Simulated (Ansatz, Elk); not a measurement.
# How far do independent atoms describe SrZn3?

Structure refinements treat a crystal as free atoms side by side. For a made-up structure of SrZn3 (cell and positions from a PBE relaxation) the runs below show what the calculated density changes in F(hkl).

Calculated with Elk 11.2.3 (patched build); DFT, PBE, all-electron APW+lo, Dirac cores, scalar-relativistic bands, static density, no spin.

The structure was built from a prototype and need not be the compound's stable phase.

**1. Set-up**

The structure is hexagonal, space group P6_3/mmc (No. 194). The conventional cell has a = 7.109 Å, b = 7.109 Å, c = 4.296 Å, α = 90.00°, β = 90.00°, γ = 120.00°. Sr has 12 Zn at 3.32 to 3.59 Å nearest. Nearest to Zn lie 6 Zn at 2.67 to 2.74 Å and 4 Sr at 3.32 to 3.59 Å. Farther neighbours are not listed.

**2. Ground state and structure factors**

An all-electron density is needed, since X-rays see the cores too. Task 0 finds the density and task 195 Fourier-transforms it; tshift is off so that phases refer to the origin typed.

Contents of elk.in:

```
tasks
  0
  195

xctype
  20

spinpol
  .false.

rgkmax
  7.0

gmaxvr
  14.0

lmaxo
  7

lmaxapw
  8

swidth
  0.002

tshift
  .false.

ramdisk
  .false.

hmaxvr
  5.5

maxscl
  120

epspot
  1e-06

sppath
  './'

avec
  13.43328786646 -0.00000000000 0.00000000000
  -6.71664393323 11.63356854870 0.00000000000
  0.00000000000 0.00000000000 8.11917876487

atoms
  2
  'Sr.in'
  2
  0.6666666667 0.3333333333 0.7500000000   0.000000 0.000000 0.000000
  0.3333333333 0.6666666667 0.2500000000   0.000000 0.000000 0.000000
  'Zn.in'
  6
  0.7434805277 0.8717402639 0.7500000000   0.000000 0.000000 0.000000
  0.1282597361 0.2565194723 0.7500000000   0.000000 0.000000 0.000000
  0.1282597361 0.8717402639 0.7500000000   0.000000 0.000000 0.000000
  0.2565194723 0.1282597361 0.2500000000   0.000000 0.000000 0.000000
  0.8717402639 0.7434805277 0.2500000000   0.000000 0.000000 0.000000
  0.8717402639 0.1282597361 0.2500000000   0.000000 0.000000 0.000000

ngridk
  4 4 5
```

Run with:

```
$ OMP_NUM_THREADS=4 elk
```

Numbers of over 12 decimals in the logs are rounded to 6 here.

Output:

```text
┌─────────────────────────┐
│ Elk code version 11.2.3 │
└─────────────────────────┘

All units are atomic (Hartree, Bohr, etc.)

┌─────────────────────────────────────────────────┐
│ Ground-state run starting from atomic densities │
└─────────────────────────────────────────────────┘

Lattice vectors :
   13.43328787      -0.000000000       0.000000000
  -6.716643933       11.63356855       0.000000000
   0.000000000       0.000000000       8.119178765

Reciprocal lattice vectors :
  0.4677324993      0.2700454844      -0.000000000
   0.000000000      0.5400909687      -0.000000000
  -0.000000000      -0.000000000      0.7738695611

Unit cell volume      :    1268.841511
Brillouin zone volume :   0.1954934571

Muffin-tin inner radius fraction :   0.1000000000E-01

Nuclei treated as point charges

Species : 1 (Sr)
 parameters loaded from : Sr.in
 name : strontium
 nuclear charge    :   -38.00000000
 electronic charge :    38.00000000
 atomic mass :    159721.4892
 muffin-tin radius :    2.600000000
 number of radial points in muffin-tin :   1193
 inner part over the whole radius :   0.9909106339E-02
 number on inner part of muffin-tin    :    847
 approximate nuclear radius :   0.8067967193E-04
 number of mesh points to nuclear radius :    415
 atomic positions (lattice), magnetic fields (Cartesian) :
  1 :  -0.33333333  0.33333333 -0.25000000    0.00000000  0.00000000  0.00000000
  2 :   0.33333333 -0.33333333  0.25000000    0.00000000  0.00000000  0.00000000

Species : 2 (Zn)
 parameters loaded from : Zn.in
 name : zinc
 nuclear charge    :   -30.00000000
 electronic charge :    30.00000000
 atomic mass :    119233.3130
 muffin-tin radius :    2.400000000
 number of radial points in muffin-tin :    993
 inner part over the whole radius :   0.9843840322E-02
 number on inner part of muffin-tin    :    701
 approximate nuclear radius :   0.7484757725E-04
 number of mesh points to nuclear radius :    337
 atomic positions (lattice), magnetic fields (Cartesian) :
  1 :  -0.25651947 -0.12825974 -0.25000000    0.00000000  0.00000000  0.00000000
  2 :   0.12825974  0.25651947 -0.25000000    0.00000000  0.00000000  0.00000000
  3 :   0.12825974 -0.12825974 -0.25000000    0.00000000  0.00000000  0.00000000
  4 :   0.25651947  0.12825974  0.25000000    0.00000000  0.00000000  0.00000000
  5 :  -0.12825974 -0.25651947  0.25000000    0.00000000  0.00000000  0.00000000
  6 :  -0.12825974  0.12825974  0.25000000    0.00000000  0.00000000  0.00000000

Total number of atoms per unit cell :    8
Total muffin-tin volume :    494.6793680
 ratio of muffin-tin to unit cell volume :   0.3898669486

Spin treatment :
 spin-unpolarised

Number of Bravais lattice symmetries :   24
Number of crystal symmetries         :   24
Crystal has inversion symmetry
Real symmetric eigensolver will be used

k-point grid :      4     4     5
k-point offset :    0.000000000       0.000000000       0.000000000
k-point set is reduced with full crystal symmetry group
Total number of k-points :       12

Muffin-tin radius times maximum |G+k| :    7.000000000
 using average radius
Maximum |G+k| for APW functions       :    2.857142857
Maximum (1/2)|G+k|²                   :    4.081632653
Maximum |G| for potential and density :    14.00000000
Constant for pseudocharge density :    9
 order of it for each species :   16  16
 order of it for pair densities of each species (exact exchange by exxq0 0: 17) :   11   9
Radial integration step length :    1

G-vector grid sizes :     60    60    40
Number of G-vectors :    58579

Maximum angular momentum used for
 APW functions            :    8
 outer part of muffin-tin :    7
 inner part of muffin-tin :    2

Total nuclear charge    :   -256.0000000
Total core charge       :    128.0000000
Total valence charge    :    128.0000000
Total excess charge     :    0.000000000
Total electronic charge :    256.0000000

Effective Wigner radius, rₛ :    1.057692930

Number of empty states         :     32
Total number of valence states :     97
[...]
Hartree                     :      5366.1413127770
 Madelung                    :     -20692.584003079
 xc potential                :     -819.84115678954
 exchange                    :     -626.75161967445
 correlation                 :     -12.448328151338
 electron entropic           :    -0.20058179530595E-02
 total energy                :     -17137.426228158

Density of states at Fermi energy :    152.5106276
 (states/Hartree/unit cell)

Estimated indirect band gap :   0.1754183036E-02
 from k-point 6 to k-point 10
Estimated direct band gap   :   0.4448566433E-02
 at k-point 11

Charges :
 core                        :    128.0000000
 valence                     :    128.0000000
 interstitial                :    11.15935075
 muffin-tins (core leakage)
  species : 1 (Sr)
[...]
species : 2 (Zn)
[...]
total in muffin-tins        :    244.8406492
 total calculated charge     :    255.9992480
 total charge                :    256.0000000
 error                       :   0.7519874642E-03

RMS change in Kohn-Sham potential (target) :   0.1807930695     (  0.1000000000E-05)
Absolute change in total energy (target)   :   0.3393691650     (  0.1000000000E-03)

[... loops 3 to 14 left out ...]

┌──────────────────┐
│ Loop number : 15 │
└──────────────────┘

Energies :
 Fermi                       :     0.168825
 sum of occupied eigenvalues :     -9930.4082313444
 electron kinetic            :      17524.695965851
 core electron kinetic       :      16150.780589243
 Coulomb                     :     -34020.721569855
 Coulomb potential           :     -26622.108736592
 nuclear-nuclear             :     -2058.4590735297
 electron-nuclear            :     -37351.492587843
 Hartree                     :      5389.2300915176
 Madelung                    :     -20709.667201559
 xc potential                :     -832.99546060315
 exchange                    :     -627.90832890663
 correlation                 :     -12.457685194903
 electron entropic           :    -0.18303729691716E-02
 total energy                :     -17136.393448478

Density of states at Fermi energy :    137.4392923
 (states/Hartree/unit cell)

Estimated indirect band gap :   0.2692652209E-02
 from k-point 11 to k-point 11
Estimated direct band gap   :   0.2692652209E-02
 at k-point 11

Charges :
 core                        :    128.0000000
 valence                     :    128.0000000
 interstitial                :    10.64301498
 muffin-tins (core leakage)
  species : 1 (Sr)
[...]
species : 2 (Zn)
[...]
total in muffin-tins        :    245.3569850
 total calculated charge     :    255.9992648
 total charge                :    256.0000000
 error                       :   0.7352283925E-03

RMS change in Kohn-Sham potential (target) :   0.5221888640E-07 (  0.1000000000E-05)
Absolute change in total energy (target)   :   0.8312714272E-04 (  0.1000000000E-03)

Convergence targets achieved

┌──────────────────┐
│ Loop number : 16 │
└──────────────────┘

Energies :
 Fermi                       :     0.168825
 sum of occupied eigenvalues :     -9930.4082257467
 electron kinetic            :      17524.695971497
 core electron kinetic       :      16150.780591455
 Coulomb                     :     -34020.721571939
 Coulomb potential           :     -26622.108739046
 nuclear-nuclear             :     -2058.4590735297
 electron-nuclear            :     -37351.492589342
 Hartree                     :      5389.2300909329
 Madelung                    :     -20709.667202416
 xc potential                :     -832.99545819727
 exchange                    :     -627.90832894641
 correlation                 :     -12.457685189572
 electron entropic           :    -0.18303727963861E-02
 total energy                :     -17136.393444951

Density of states at Fermi energy :    137.4392741
 (states/Hartree/unit cell)

Estimated indirect band gap :   0.2692658437E-02
 from k-point 11 to k-point 11
Estimated direct band gap   :   0.2692658437E-02
 at k-point 11

Charges :
 core                        :    128.0000000
 valence                     :    128.0000000
 interstitial                :    10.64301485
 muffin-tins (core leakage)
  species : 1 (Sr)
[...]
species : 2 (Zn)
[...]
atom 4                    :    28.91026987     (  0.8030335062E-04)
   atom 5                    :    28.91026987     (  0.8030335062E-04)
   atom 6                    :    28.91026987     (  0.8030335062E-04)
 total in muffin-tins        :    245.3569851
 total calculated charge     :    255.9992648
 total charge                :    256.0000000
 error                       :   0.7352283529E-03

┌──────────────────────────────┐
│ Self-consistent loop stopped │
└──────────────────────────────┘

Wrote STATE.OUT
```

Wall time 58 s (4 threads of Arm Neoverse V2, shared host); peak memory 0.35 GiB.

SFACRHO.OUT:

```text

h k l indices transformed by vhmat matrix:
   1.000000000       0.000000000       0.000000000    
   0.000000000       1.000000000       0.000000000    
   0.000000000       0.000000000       1.000000000    

      h      k      l  multipl.   |H|            Re(F)            Im(F)           |F|

      0      0      0      1   0.0000000       256.00000     -0.39473293E-16   256.00000    
      0      1      0      6  0.54009097       41.271913      0.13206535E-13   41.271913    
      0      0      1      2  0.77386956      0.13052872E-13  0.13206535E-13  0.18568522E-13
     -1     -1      0      6  0.93546500       38.832155     -0.43204171E-13   38.832155    
      0      1     -1      6  0.94370141      -33.022568      0.26413070E-13   33.022568    
      1      0     -1      6  0.94370141       33.022568      0.22010892E-13   33.022568    
     -2      2      0      6   1.0801819      -86.908613      0.20360075E-13   86.908613    
     -2      1     -1     12   1.2140712      0.53803760E-07 -0.19809802E-13  0.53803760E-07
      0     -2     -1      6   1.3287841      -152.29464     -0.22148460E-13   152.29464    
      0      2     -1      6   1.3287841       152.29464     -0.21460619E-13   152.29464    
     -2     -1      0     12   1.4289464      -73.373027     -0.33016337E-13   73.373027    
      0      0      2      2   1.5477391      -194.31755     -0.14164696E-15   194.31755    
     -3      0      0      6   1.6202729      -5.6158495     -0.50625051E-13   5.6158495    
     -1      3     -1     12   1.6250421       14.878199      0.26413070E-13   14.878199    
      3     -1     -1     12   1.6250421      -14.878199      0.70434853E-13   14.878199    
     -1      0     -2      6   1.6392665      -32.074230     -0.11005446E-13   32.074230    
     -1      0      2      6   1.6392665      -32.074230     -0.13206535E-13   32.074230    
     -3      3     -1      6   1.7955942      -99.976924     -0.55027229E-15   99.976924
```

Elk indexes on the primitive cell of elk.in and gives |H| = 4π sin θ/λ in inverse bohr. Below, one row stands for each form hkl of the conventional cell (m members, Friedel mates merged), F is for one primitive cell and the density is static (no thermal factor). Free-atom factors are Waasmaier and Kirfel's, and R is Σm||F|−|F'||/Σm|F|.

```
hkl   m  sin θ/λ (Å⁻¹)  abs F, DFT  neutral atoms   diff.
100   6          0.081      41.272         41.390  -0.118
001   2          0.116       0.000          0.000  +0.000
110   6          0.141      38.832         38.769  +0.063
101  12          0.142      33.023         32.880  +0.143
200   6          0.162      86.909         86.961  -0.052
111  12          0.183       0.000          0.000  +0.000
201  12          0.200     152.295        153.012  -0.717
210  12          0.215      73.373         73.772  -0.399
002   2          0.233     194.318        195.807  -1.489
300   6          0.244       5.616          6.213  -0.598
211  24          0.244      14.878         15.527  -0.649
102  12          0.246      32.074         32.756  -0.682
301  12          0.270      99.977        100.928  -0.951
112  12          0.272      32.524         32.309  +0.216
```

**3. The highest occupied states alone**

An energy window below the Fermi level keeps the highest occupied states, to see at which angles they scatter; shallow core shells can lie inside it and anion s states outside. No new self-consistency is needed.

Changes to elk.in since step 2:

```diff
@@ -1,3 +1,2 @@
 tasks
-  0
   195
@@ -40,2 +39,5 @@
 
+wsfac
+  -0.272170 0.468830
+
 sppath
```

Run with:

```
$ OMP_NUM_THREADS=4 elk
```

Output:

```text
┌─────────────────────────────────┐
│ Elk code version 11.2.3 started │
└─────────────────────────────────┘

Info(readinput): the functional depends on the density's gradient
 muffin-tin radial points multiplied by    2.00000
 (not where nrmtscf is given)

┌────────────────────┐
│ Current task : 195 │
└────────────────────┘

Info(sfacrho): density structure factors written to SFACRHO.OUT

 Energy window :  -0.2721700000      0.4688300000

┌──────────────────┐
│ Elk code stopped │
└──────────────────┘
```

It took 25 s on 4 threads; peak memory 0.25 GiB.

States within 12 eV below the Fermi level hold 76.00 electrons; any levels below the window count with the cores. Their amplitudes can exceed the total, where window and core parts have opposite phase:

```csv
hkl,sin θ/λ (Å⁻¹),"abs F, window","abs F, all"
100,0.081,28.272,41.272
001,0.116,0.000,0.000
110,0.141,9.108,38.832
101,0.142,7.997,33.023
200,0.162,18.434,86.909
111,0.183,0.000,0.000
201,0.200,31.183,152.295
210,0.215,13.318,73.373
002,0.233,40.137,194.318
300,0.244,17.708,5.616
```

**4. Another functional**

The difference from free atoms is small, so it is set against the change that LDA (Perdew-Wang) makes.

Changes to elk.in since step 3:

```diff
@@ -1,2 +1,3 @@
 tasks
+  0
   195
@@ -4,3 +5,3 @@
 xctype
-  20
+  3
 
@@ -39,5 +40,2 @@
 
-wsfac
-  -0.272170 0.468830
-
 sppath
```

Run with:

```
$ OMP_NUM_THREADS=4 elk
```

Output:

```text
┌─────────────────────────┐
│ Elk code version 11.2.3 │
└─────────────────────────┘

All units are atomic (Hartree, Bohr, etc.)

┌─────────────────────────────────────────────────┐
│ Ground-state run starting from atomic densities │
└─────────────────────────────────────────────────┘

Lattice vectors :
   13.43328787      -0.000000000       0.000000000
  -6.716643933       11.63356855       0.000000000
   0.000000000       0.000000000       8.119178765

Reciprocal lattice vectors :
  0.4677324993      0.2700454844      -0.000000000
[...]
valence                     :    128.0000000
 interstitial                :    10.54853788
 muffin-tins (core leakage)
  species : 1 (Sr)
[...]
species : 2 (Zn)
[...]
atom 5                    :    28.92627265     (  0.8045599063E-04)
   atom 6                    :    28.92627265     (  0.8045599063E-04)
 total in muffin-tins        :    245.4514621
 total calculated charge     :    255.9992626
 total charge                :    256.0000000
 error                       :   0.7374183245E-03

┌──────────────────────────────┐
│ Self-consistent loop stopped │
└──────────────────────────────┘

Wrote STATE.OUT
[key lines of the parts left out:]
total energy                :     -17113.016004156
```

It took 36 s on 4 threads; peak memory 0.25 GiB; 93 s of CPU time.

Against the first run R = 0.05 %; the largest change is -0.084 at 320.

**5. Basis size**

A smaller basis shows how fast F responds to it; the change is likely larger than the basis error of the first run, but doesn't show convergence.

Changes to elk.in since step 4:

```diff
@@ -5,3 +5,3 @@
 xctype
-  3
+  20
 
@@ -11,3 +11,3 @@
 rgkmax
-  7.0
+  5.5
```

Run with:

```
$ OMP_NUM_THREADS=4 elk
```

Output:

```text
┌─────────────────────────┐
│ Elk code version 11.2.3 │
└─────────────────────────┘

All units are atomic (Hartree, Bohr, etc.)

┌─────────────────────────────────────────────────┐
│ Ground-state run starting from atomic densities │
└─────────────────────────────────────────────────┘

Lattice vectors :
   13.43328787      -0.000000000       0.000000000
  -6.716643933       11.63356855       0.000000000
   0.000000000       0.000000000       8.119178765

Reciprocal lattice vectors :
  0.4677324993      0.2700454844      -0.000000000
[...]
valence                     :    128.0000000
 interstitial                :    10.88541663
 muffin-tins (core leakage)
  species : 1 (Sr)
[...]
species : 2 (Zn)
[...]
atom 5                    :    28.87765399     (  0.8085511193E-04)
   atom 6                    :    28.87765399     (  0.8085511193E-04)
 total in muffin-tins        :    245.1145834
 total calculated charge     :    255.9994133
 total charge                :    256.0000000
 error                       :   0.5866633493E-03

┌──────────────────────────────┐
│ Self-consistent loop stopped │
└──────────────────────────────┘

Wrote STATE.OUT
[key lines of the parts left out:]
total energy                :     -17136.099669560
```

The job ended after 49 s (4 threads; peak memory 0.32 GiB; 1.8 min of CPU time).

Against the first run R = 0.03 %; the largest change is +0.108 at 320.

**6. Settings against the effect**

```csv
run,R against the first run (%),"R against neutral atoms, low angle (%)",wall time
"PBE, rgkmax 7",0.00,0.80,58 s
LDA (Perdew-Wang),0.05,0.82,36 s
rgkmax 5.5,0.03,0.79,49 s
```

**7. Summary of results**

```json
{"R against neutral atoms, sin θ/λ < 0.3 Å⁻¹": "0.80 %", "R against neutral atoms, 0.3 to 0.72 Å⁻¹": "0.21 %"}
```

Independent neutral atoms miss the calculated amplitudes by R = 0.80 % below 0.3 Å⁻¹ and 0.21 % from there to 0.72 Å⁻¹; by shells, 0.32 % below 0.15 Å⁻¹ (3 forms), 0.86 % 0.15 to 0.3 (12 forms), 0.31 % 0.3 to 0.45 (23 forms), 0.18 % above 0.45 (96 forms). Bonding, aspherical density and the tables' own atoms all enter these figures, and the runs don't part them. The largest change of an amplitude is -1.49 electrons, at 002. The window's part falls from 76.0 electrons at the origin to at most 17.70 between 0.45 and 0.72 Å⁻¹, where compact states inside the window still scatter. Below 0.3 Å⁻¹ the changes that finished (LDA (Perdew-Wang) and rgkmax 5.5) move F by R = 0.03 % at most, against the 0.80 % that separates it from free atoms. The k-mesh has no finished test. Part of the difference isn't bonding: the tables are fits to free atoms and ions calculated by other methods than this functional. Thermal motion, anomalous dispersion and extinction are left out.

[Logs are printed without paths, hosts, clocks, repeated set-up lines and the standing remarks that a program may print on its own settings, such as how far it seeks lower states.]

[Hosts, paths, dates, database ids (printed as entryN), source tags and the programs' standing remarks are cut or masked in the printed files.]
